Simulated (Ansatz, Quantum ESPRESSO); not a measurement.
# Ni(100), 7 layers: vacuum level and surface dipole, part 5 of 7

How much energy does it take to lift an electron out of Ni(100), 7 layers, and how far do the settings matter?

Quantum ESPRESSO 7.5; plane-wave DFT, PBE, GBRV ultrasoft pseudopotentials; cross-check by Ansatz 0.2.0 with PAW datasets.

So far. Step 8 (Ground state: open boundaries by the effective …): The upper level is 4.900 eV against 4.902 eV from the periodic run.

## 9. Self-consistent run: PBEsol, PseudoDojo norm-conserving

Next, another level on the same atoms.

Level of this step: plane-wave DFT, PBEsol, PseudoDojo norm-conserving pseudopotentials (Quantum ESPRESSO 7.5).

File dojo-pbesol.in:

```
&control
  prefix = 'dojo-pbesol'
  outdir = './out'
  pseudo_dir = './pseudo'
  calculation = 'scf'
  tprnfor = .true.
/
&system
  ibrav = 0
  nat = 7
  ntyp = 1
  ecutwfc = 90
  ecutrho = 360
  occupations = 'smearing'
  smearing = 'mv'
  degauss = 0.02
  nspin = 2
  starting_magnetization(1) = 0.12
/
&electrons
  conv_thr = 1e-07
  mixing_beta = 0.4
  electron_maxstep = 120
  mixing_mode = 'local-TF'
/
ATOMIC_SPECIES
  Ni  58.6934  Ni.dojo-sr-pbesol-0.4.1-standard.upf
CELL_PARAMETERS angstrom
  2.48901586977665 0.00000000000000 0.00000000000000
  0.00000000000000 2.48901586977665 0.00000000000000
  0.00000000000000 0.00000000000000 26.56000000000000
ATOMIC_POSITIONS crystal
  Ni  0.000000000000 0.000000000000 0.303397160800
  Ni  0.500000000000 0.500000000000 0.367017797000
  Ni  0.000000000000 0.000000000000 0.433734939800
  Ni  0.500000000000 0.500000000000 0.500000000000
  Ni  0.000000000000 0.000000000000 0.566265060200
  Ni  0.500000000000 0.500000000000 0.632982203000
  Ni  0.000000000000 0.000000000000 0.696602839200
K_POINTS automatic
  12 12 1 0 0 0
```

The run is started by

```console
$ OMP_NUM_THREADS=1 mpirun -n 4 pw.x -nk 4 -in dojo-pbesol.in > dojo-pbesol.out
```

The program printed:

```text
[banner, memory and clock lines left out]
Program PWSCF v.7.5 starts
[citation notice left out]

[...]
Message from routine setup:
[...]
bravais-lattice index     =            0
     lattice parameter (alat)  =       4.7036  a.u.
     unit-cell volume          =    1110.4014 (a.u.)^3
     number of atoms/cell      =            7
     number of atomic types    =            1
     number of electrons       =       126.00
     number of Kohn-Sham states=           76
     kinetic-energy cutoff     =      90.0000  Ry
     charge density cutoff     =     360.0000  Ry
     scf convergence threshold =      1.0E-07
     mixing beta               =       0.4000
     number of iterations used =            8  local-TF  mixing
     Exchange-correlation= PBESOL
                           (   1   4  10   8   0   0   0)

[...]
PseudoPot. # 1 for Ni read from file:
     ./pseudo/Ni.dojo-sr-pbesol-0.4.1-standard.upf
     Pseudo is Norm-conserving + core correction, Zval = 18.0
     Generated using ONCVPSP code by D. R. Hamann
     Using radial grid of 1356 points,  6 beta functions with:
                l(1) =   0
                l(2) =   0
                l(3) =   1
                l(4) =   1
                l(5) =   2
                l(6) =   2

     atomic species   valence    mass     pseudopotential
     Ni               18.00    58.69340     Ni( 1.00)

     Starting magnetic structure
     atomic species   magnetization
     Ni              0.120

     16 Sym. Ops., with inversion, found

[...]
number of k points=    28  Marzari-Vanderbilt smearing, width (Ry)=  0.0200
[...]
Dense  grid:   127967 G-vectors     FFT dimensions: (  30,  30, 320)

     Generating pointlists ...
     new r_m :   0.4044 (alat units)  1.9019 (a.u.) for type    1

     Initial potential from superposition of free atoms

     starting charge     125.9986, renormalised to     126.0000

     negative rho (up, down):  6.258E-06 4.917E-06
     Starting wfcs are   70 randomized atomic wfcs +    6 random wfcs

     per-process dynamical memory:   389.8 Mb

     Self-consistent Calculation

     iteration #  1     ecut=    90.00 Ry     beta= 0.40
     Davidson diagonalization with overlap
     ethr =  1.00E-02,  avg # of iterations =  4.4

     negative rho (up, down):  2.099E-08 2.041E-08

     total energy              =   -2346.87997255 Ry
     estimated scf accuracy    <       2.68678695 Ry

     total magnetization       =     6.57 Bohr mag/cell
     absolute magnetization    =     7.01 Bohr mag/cell

     iteration #  2     ecut=    90.00 Ry     beta= 0.40
[...]
total energy              =   -2346.89334811 Ry
     estimated scf accuracy    <       1.52738813 Ry

     total magnetization       =     5.84 Bohr mag/cell
     absolute magnetization    =     6.47 Bohr mag/cell

     iteration #  3     ecut=    90.00 Ry     beta= 0.40
[...]
total energy              =   -2346.93268391 Ry
     estimated scf accuracy    <       2.68503655 Ry

     total magnetization       =     5.74 Bohr mag/cell
     absolute magnetization    =     6.39 Bohr mag/cell

     iteration #  4     ecut=    90.00 Ry     beta= 0.40
[...]
total energy              =   -2346.95676223 Ry
     estimated scf accuracy    <       0.18275744 Ry

     total magnetization       =     4.97 Bohr mag/cell
     absolute magnetization    =     5.72 Bohr mag/cell

     iteration #  5     ecut=    90.00 Ry     beta= 0.40
[...]
total energy              =   -2346.95790120 Ry
     estimated scf accuracy    <       0.04643747 Ry

     total magnetization       =     4.82 Bohr mag/cell
     absolute magnetization    =     5.57 Bohr mag/cell

     iteration #  6     ecut=    90.00 Ry     beta= 0.40
[...]
total energy              =   -2346.95488769 Ry
     estimated scf accuracy    <       0.02737012 Ry

     total magnetization       =     4.83 Bohr mag/cell
     absolute magnetization    =     5.53 Bohr mag/cell

[...]
iteration # 17     ecut=    90.00 Ry     beta= 0.40
[...]
negative rho (up, down):  7.225E-05 6.486E-05

[...]
total energy              =   -2346.95268306 Ry
     estimated scf accuracy    <       0.00000190 Ry

     total magnetization       =     4.90 Bohr mag/cell
     absolute magnetization    =     5.58 Bohr mag/cell

     iteration # 18     ecut=    90.00 Ry     beta= 0.40
[...]
negative rho (up, down):  1.519E-05 1.423E-05

[...]
total energy              =   -2346.95268341 Ry
     estimated scf accuracy    <       0.00000030 Ry

     total magnetization       =     4.90 Bohr mag/cell
     absolute magnetization    =     5.58 Bohr mag/cell

     iteration # 19     ecut=    90.00 Ry     beta= 0.40
[...]
negative rho (up, down):  9.028E-06 8.264E-06

[...]
total energy              =   -2346.95268343 Ry
     estimated scf accuracy    <       0.00000014 Ry

     total magnetization       =     4.90 Bohr mag/cell
     absolute magnetization    =     5.58 Bohr mag/cell

     iteration # 20     ecut=    90.00 Ry     beta= 0.40
[...]
Magnetic moment per site  (integrated on atomic sphere of radius R)
     atom   1 (R=0.404)  charge= 16.5200  magn=  0.8027
     atom   2 (R=0.404)  charge= 16.5969  magn=  0.7290
     atom   3 (R=0.404)  charge= 16.5833  magn=  0.7161
     atom   4 (R=0.404)  charge= 16.5860  magn=  0.7033
     atom   5 (R=0.404)  charge= 16.5833  magn=  0.7161
     atom   6 (R=0.404)  charge= 16.5969  magn=  0.7290
     atom   7 (R=0.404)  charge= 16.5200  magn=  0.8027

[...]
End of self-consistent calculation

 ------ SPIN UP ------------

          k = 0.0000 0.0000 0.0000 ( 15887 PWs)   bands (ev):

   -97.5425 -97.5425 -97.4807 -97.4624 -97.4490 -97.1795 -97.1795 -58.1395
   -58.1307 -58.0638 -58.0267 -58.0267 -58.0260 -58.0260 -58.0004 -57.9739
   -57.9739 -57.9368 -57.9368 -57.9347 -57.9154 -57.9154 -57.7304 -57.7304
   -57.7303 -57.7303 -57.6059 -57.6059  -3.0184  -2.3783  -1.3349  -0.0517
     0.9414   1.2334   1.2663   1.6768   1.8518   2.1583   2.5680   2.9695
     3.2443   3.3668   3.4434   3.4434   3.6100   3.6100   3.9394   3.9394
     4.0241   4.2193   4.3373   4.3910   4.3910   4.4493   4.5515   4.5861
     4.6340   4.7787   4.8382   4.8382   4.9912   5.1423   5.1499   5.1499
     5.2317   5.2822   5.3182   5.3182   5.5203   6.9827   7.8999  10.6338
    11.0148  11.8064  13.1517  14.4048

          k = 0.0000 0.0833 0.0000 ( 15885 PWs)   bands (ev):

   -97.5416 -97.5416 -97.4795 -97.4618 -97.4488 -97.1788 -97.1788 -58.1370
   -58.1298 -58.0669 -58.0372 -58.0313 -58.0255 -58.0249 -58.0046 -57.9751
   -57.9725 -57.9505 -57.9364 -57.9288 -57.9226 -57.9159 -57.7377 -57.7377
   -57.7299 -57.7299 -57.6053 -57.6053  -2.8395  -2.2057  -1.1738   0.0912
     1.0631   1.3342   1.3754   1.7353   1.9046   2.2007   2.5941   2.9767
     3.2391   3.4083   3.4383   3.4730   3.5865   3.6182   3.7276   3.9003
     3.9120   4.2246   4.2980   4.2997   4.4552   4.5375   4.5562   4.5582
     4.5659   4.7249   4.7610   4.7868   4.9951   5.0244   5.0308   5.0395
     5.1878   5.1923   5.2786   5.3265   6.0100   7.3799   8.3570  10.8039
    11.1945  11.9732  13.3229  14.5449

[...]
the Fermi energy is     5.8898 ev

!    total energy              =   -2346.95268348 Ry
     estimated scf accuracy    <       0.00000002 Ry
     smearing contrib. (-TS)   =       0.00101589 Ry
     internal energy E=F+TS    =   -2346.95369938 Ry

     The total energy is F=E-TS. E is the sum of the following terms:
     one-electron contribution =  -23324.15790441 Ry
     hartree contribution      =   11687.12749655 Ry
     xc contribution           =    -296.92168670 Ry
     ewald contribution        =    9586.99839518 Ry

     total magnetization       =     4.90 Bohr mag/cell
     absolute magnetization    =     5.58 Bohr mag/cell

     convergence has been achieved in  20 iterations

     Forces acting on atoms (cartesian axes, Ry/au):

     atom    1 type  1   force =     0.00000000    0.00000000    0.01497454
     atom    2 type  1   force =     0.00000000    0.00000000   -0.00091375
     atom    3 type  1   force =     0.00000000    0.00000000    0.00072164
     atom    4 type  1   force =     0.00000000    0.00000000    0.00000000
     atom    5 type  1   force =     0.00000000    0.00000000   -0.00072164
     atom    6 type  1   force =     0.00000000    0.00000000    0.00091375
     atom    7 type  1   force =     0.00000000    0.00000000   -0.01497454

     Total force =     0.021241     Total SCF correction =     0.001127

[...]
```

Wall time 9.5 min (4 MPI ranks of Arm Neoverse V1, shared host); peak memory 2 GiB.

Numbers from this step:

```
free energy            : -31931.9180 eV
Fermi energy           : 5.890 eV
magnetization          : 4.9 μB
absolute magnetization : 5.58 μB
site moments           : 0.8027, 0.729, 0.7161, 0.7033, 0.7161, 0.729, 0.8027 μB
```

## 10. Potential by pp.x

File dojo-pbesol.pot.in:

```
&inputpp
  prefix = 'dojo-pbesol'
  outdir = './out'
  filplot = 'dojo-pbesol.pot.dat'
  plot_num = 11
/
```

The run is started by

```console
$ OMP_NUM_THREADS=1 mpirun -n 4 pp.x -in dojo-pbesol.pot.in > dojo-pbesol.pot.out
```

Wall time 0.88 s (4 MPI ranks); peak memory 0.1 GiB; 3.2 s of CPU time.

This step gave:

* work function of the upper face: 5.012 eV
* slope of the potential above: 1.29e-4 eV/Å
* upper vacuum line continued to the top atoms, over the Fermi level: 5.011 eV
* work function of the lower face: 5.012 eV
* slope of the potential below: -9.28e-5 eV/Å
* lower vacuum line continued to the bottom atoms, over the Fermi level: 5.011 eV

The upper face goes from 4.902 eV (PBE, GBRV) to 5.012 eV, a change of +0.110 eV.

## 11. SCF with pw.x: PBE, SG15 norm-conserving

Level of this step: plane-wave DFT, PBE, SG15 norm-conserving pseudopotentials (Quantum ESPRESSO 7.5).

sg15-pbe.in is the input of step 9 with these lines changed:

```diff
@@ -1,3 +1,3 @@
 &control
-  prefix = 'dojo-pbesol'
+  prefix = 'sg15-pbe'
   outdir = './out'
@@ -11,4 +11,4 @@
   ntyp = 1
-  ecutwfc = 90
-  ecutrho = 360
+  ecutwfc = 60
+  ecutrho = 240
   occupations = 'smearing'
@@ -26,3 +26,3 @@
 ATOMIC_SPECIES
-  Ni  58.6934  Ni.dojo-sr-pbesol-0.4.1-standard.upf
+  Ni  58.6934  Ni_ONCV_PBE-1.2.upf
 CELL_PARAMETERS angstrom
```

The run is started by

```console
$ OMP_NUM_THREADS=1 mpirun -n 4 pw.x -nk 4 -in sg15-pbe.in > sg15-pbe.out
```

The program printed:

```text
[banner, memory and clock lines left out]
Program PWSCF v.7.5 starts
[citation notice left out]

[...]
Message from routine setup:
[...]
bravais-lattice index     =            0
     lattice parameter (alat)  =       4.7036  a.u.
     unit-cell volume          =    1110.4014 (a.u.)^3
     number of atoms/cell      =            7
     number of atomic types    =            1
     number of electrons       =       126.00
     number of Kohn-Sham states=           76
     kinetic-energy cutoff     =      60.0000  Ry
     charge density cutoff     =     240.0000  Ry
     scf convergence threshold =      1.0E-07
     mixing beta               =       0.4000
     number of iterations used =            8  local-TF  mixing
     Exchange-correlation= PBE
                           (   1   4   3   4   0   0   0)

[...]
PseudoPot. # 1 for Ni read from file:
     ./pseudo/Ni_ONCV_PBE-1.2.upf
     Pseudo is Norm-conserving, Zval = 18.0
     Generated using ONCVPSP code by D. R. Hamann
     Using radial grid of  602 points,  6 beta functions with:
                l(1) =   0
                l(2) =   0
                l(3) =   1
                l(4) =   1
                l(5) =   2
                l(6) =   2

     atomic species   valence    mass     pseudopotential
     Ni               18.00    58.69340     Ni( 1.00)

     Starting magnetic structure
     atomic species   magnetization
     Ni              0.120

     16 Sym. Ops., with inversion, found

[...]
number of k points=    28  Marzari-Vanderbilt smearing, width (Ry)=  0.0200
[...]
Dense  grid:    69795 G-vectors     FFT dimensions: (  24,  24, 250)

     Generating pointlists ...
     new r_m :   0.4044 (alat units)  1.9019 (a.u.) for type    1

     Initial potential from superposition of free atoms

     starting charge     125.7797, renormalised to     126.0000

     negative rho (up, down):  7.036E-05 5.528E-05
     Starting wfcs are random

     per-process dynamical memory:   213.8 Mb

     Self-consistent Calculation

     iteration #  1     ecut=    60.00 Ry     beta= 0.40
     Davidson diagonalization with overlap
     ethr =  1.00E-02,  avg # of iterations = 13.3

     Threshold (ethr) on eigenvalues was too large:
     Diagonalizing with lowered threshold

     Davidson diagonalization with overlap
     ethr =  8.52E-04,  avg # of iterations =  1.7

     total energy              =   -2157.97078196 Ry
     estimated scf accuracy    <       1.07955361 Ry

     total magnetization       =     6.37 Bohr mag/cell
     absolute magnetization    =     6.77 Bohr mag/cell

     iteration #  2     ecut=    60.00 Ry     beta= 0.40
[...]
total energy              =   -2158.01940229 Ry
     estimated scf accuracy    <       0.29548649 Ry

     total magnetization       =     5.63 Bohr mag/cell
     absolute magnetization    =     6.23 Bohr mag/cell

     iteration #  3     ecut=    60.00 Ry     beta= 0.40
[...]
total energy              =   -2158.02690455 Ry
     estimated scf accuracy    <       1.14372147 Ry

     total magnetization       =     5.35 Bohr mag/cell
     absolute magnetization    =     5.99 Bohr mag/cell

     iteration #  4     ecut=    60.00 Ry     beta= 0.40
[...]
total energy              =   -2158.04834538 Ry
     estimated scf accuracy    <       0.01399654 Ry

     total magnetization       =     4.70 Bohr mag/cell
     absolute magnetization    =     5.45 Bohr mag/cell

     iteration #  5     ecut=    60.00 Ry     beta= 0.40
[...]
total energy              =   -2158.04823494 Ry
     estimated scf accuracy    <       0.01377341 Ry

     total magnetization       =     4.73 Bohr mag/cell
     absolute magnetization    =     5.43 Bohr mag/cell

     iteration #  6     ecut=    60.00 Ry     beta= 0.40
[...]
total energy              =   -2158.04721174 Ry
     estimated scf accuracy    <       0.01075100 Ry

     total magnetization       =     4.70 Bohr mag/cell
     absolute magnetization    =     5.37 Bohr mag/cell

[...]
iteration # 15     ecut=    60.00 Ry     beta= 0.40
[...]
negative rho (up, down):  8.466E-05 7.499E-05

[...]
total energy              =   -2158.04591158 Ry
     estimated scf accuracy    <       0.00000103 Ry

     total magnetization       =     4.73 Bohr mag/cell
     absolute magnetization    =     5.37 Bohr mag/cell

     iteration # 16     ecut=    60.00 Ry     beta= 0.40
[...]
negative rho (up, down):  3.419E-05 2.939E-05

[...]
total energy              =   -2158.04591222 Ry
     estimated scf accuracy    <       0.00000038 Ry

     total magnetization       =     4.73 Bohr mag/cell
     absolute magnetization    =     5.37 Bohr mag/cell

     iteration # 17     ecut=    60.00 Ry     beta= 0.40
[...]
negative rho (up, down):  1.225E-06 6.258E-07

[...]
total energy              =   -2158.04591279 Ry
     estimated scf accuracy    <       0.00000020 Ry

     total magnetization       =     4.73 Bohr mag/cell
     absolute magnetization    =     5.37 Bohr mag/cell

     iteration # 18     ecut=    60.00 Ry     beta= 0.40
[...]
Magnetic moment per site  (integrated on atomic sphere of radius R)
     atom   1 (R=0.404)  charge= 16.5439  magn=  0.7735
     atom   2 (R=0.404)  charge= 16.6161  magn=  0.7018
     atom   3 (R=0.404)  charge= 16.6045  magn=  0.6906
     atom   4 (R=0.404)  charge= 16.6056  magn=  0.6784
     atom   5 (R=0.404)  charge= 16.6045  magn=  0.6906
     atom   6 (R=0.404)  charge= 16.6161  magn=  0.7018
     atom   7 (R=0.404)  charge= 16.5439  magn=  0.7735

[...]
End of self-consistent calculation

 ------ SPIN UP ------------

          k = 0.0000 0.0000 0.0000 (  8655 PWs)   bands (ev):

   -96.9157 -96.9156 -96.8598 -96.8425 -96.8288 -96.5437 -96.5437 -57.4323
   -57.4231 -57.3578 -57.3185 -57.3185 -57.3177 -57.3177 -57.2966 -57.2695
   -57.2695 -57.2342 -57.2342 -57.2312 -57.2124 -57.2124 -57.0195 -57.0195
   -57.0195 -57.0195 -56.8950 -56.8950  -2.0729  -1.4294  -0.3878   0.8816
     1.8469   2.1148   2.1542   2.5354   2.7133   3.0174   3.4196   3.8199
     4.0950   4.2133   4.2840   4.2840   4.4501   4.4501   4.7786   4.7786
     4.8816   5.0742   5.2107   5.2261   5.2261   5.2980   5.3978   5.4300
     5.4777   5.6215   5.6701   5.6701   5.8329   5.9782   5.9782   5.9840
     6.0727   6.1212   6.1438   6.1438   6.4074   7.8603   8.8072  11.2848
    11.6605  12.4358  13.8387  15.1095

          k = 0.0000 0.0833 0.0000 (  8687 PWs)   bands (ev):

   -96.9148 -96.9147 -96.8586 -96.8419 -96.8286 -96.5430 -96.5430 -57.4298
   -57.4222 -57.3608 -57.3291 -57.3231 -57.3173 -57.3167 -57.3003 -57.2709
   -57.2682 -57.2475 -57.2338 -57.2255 -57.2195 -57.2129 -57.0268 -57.0268
   -57.0191 -57.0191 -56.8943 -56.8943  -1.8940  -1.2567  -0.2267   1.0242
     1.9672   2.2155   2.2625   2.5942   2.7665   3.0604   3.4463   3.8272
     4.0880   4.2547   4.2811   4.3134   4.4281   4.4586   4.5746   4.7520
     4.7579   5.0759   5.1360   5.1491   5.3048   5.3828   5.4011   5.4024
     5.4081   5.5746   5.5982   5.6282   5.8317   5.8600   5.8719   5.8797
     6.0282   6.0282   6.1117   6.1550   6.8795   8.2496   9.2523  11.4557
    11.8433  12.6040  14.0112  15.2534

[...]
the Fermi energy is     6.6770 ev

!    total energy              =   -2158.04591296 Ry
     estimated scf accuracy    <       0.00000002 Ry
     smearing contrib. (-TS)   =       0.00213497 Ry
     internal energy E=F+TS    =   -2158.04804793 Ry

     The total energy is F=E-TS. E is the sum of the following terms:
     one-electron contribution =  -23091.24774399 Ry
     hartree contribution      =   11557.78443370 Ry
     xc contribution           =    -211.58313281 Ry
     ewald contribution        =    9586.99839518 Ry

     total magnetization       =     4.73 Bohr mag/cell
     absolute magnetization    =     5.37 Bohr mag/cell

     convergence has been achieved in  18 iterations

     Forces acting on atoms (cartesian axes, Ry/au):

     atom    1 type  1   force =     0.00000000    0.00000000   -0.00257857
     atom    2 type  1   force =     0.00000000    0.00000000    0.00106398
     atom    3 type  1   force =     0.00000000    0.00000000    0.00034724
     atom    4 type  1   force =     0.00000000    0.00000000    0.00000000
     atom    5 type  1   force =     0.00000000    0.00000000   -0.00034724
     atom    6 type  1   force =     0.00000000    0.00000000   -0.00106398
     atom    7 type  1   force =     0.00000000    0.00000000    0.00257857

     Total force =     0.003975     Total SCF correction =     0.001423
     SCF correction compared to forces is large: reduce conv_thr to get better values

[...]
```

Wall time 6 min (4 MPI ranks); peak memory 1.2 GiB.

Read from the output:

```
free energy            : -29361.7104 eV
Fermi energy           : 6.677 eV
magnetization          : 4.73 μB
absolute magnetization : 5.37 μB
site moments           : 0.7735, 0.7018, 0.6906, 0.6784, 0.6906, 0.7018, 0.7735 μB
```

## 12. Potential by pp.x

File sg15-pbe.pot.in:

```
&inputpp
  prefix = 'sg15-pbe'
  outdir = './out'
  filplot = 'sg15-pbe.pot.dat'
  plot_num = 11
/
```

The run is started by

```console
$ OMP_NUM_THREADS=1 mpirun -n 4 pp.x -in sg15-pbe.pot.in > sg15-pbe.pot.out
```

The job ended after 0.73 s (4 MPI ranks; peak memory 0.11 GiB; 2.6 s of CPU time).

Numbers from this step:

```
work function of the upper face                                       : 4.886 eV
slope of the potential above                                          : 1.94e-4 eV/Å
upper vacuum line continued to the top atoms, over the Fermi level    : 4.885 eV
work function of the lower face                                       : 4.886 eV
slope of the potential below                                          : -1.37e-4 eV/Å
lower vacuum line continued to the bottom atoms, over the Fermi level : 4.885 eV
```

The upper face goes from 4.902 eV (PBE, GBRV) to 4.886 eV, a change of -0.016 eV, a small one, from the pseudopotentials and their cutoffs.

[end of part 5 of 7]

[Logs are printed without paths, hosts, clocks, repeated set-up lines and the standing remarks that a program may print on its own settings, such as how far it seeks lower states.]

[Hosts, paths, dates, database ids (printed as entryN), source tags and the programs' standing remarks are cut or masked in the printed files.]

[Maps of the electrostatic potential energy from Ansatz leave out the sawtooth potential of an applied field or a dipole correction, so their vacuum need not be flat; planar profiles and work functions include it.]
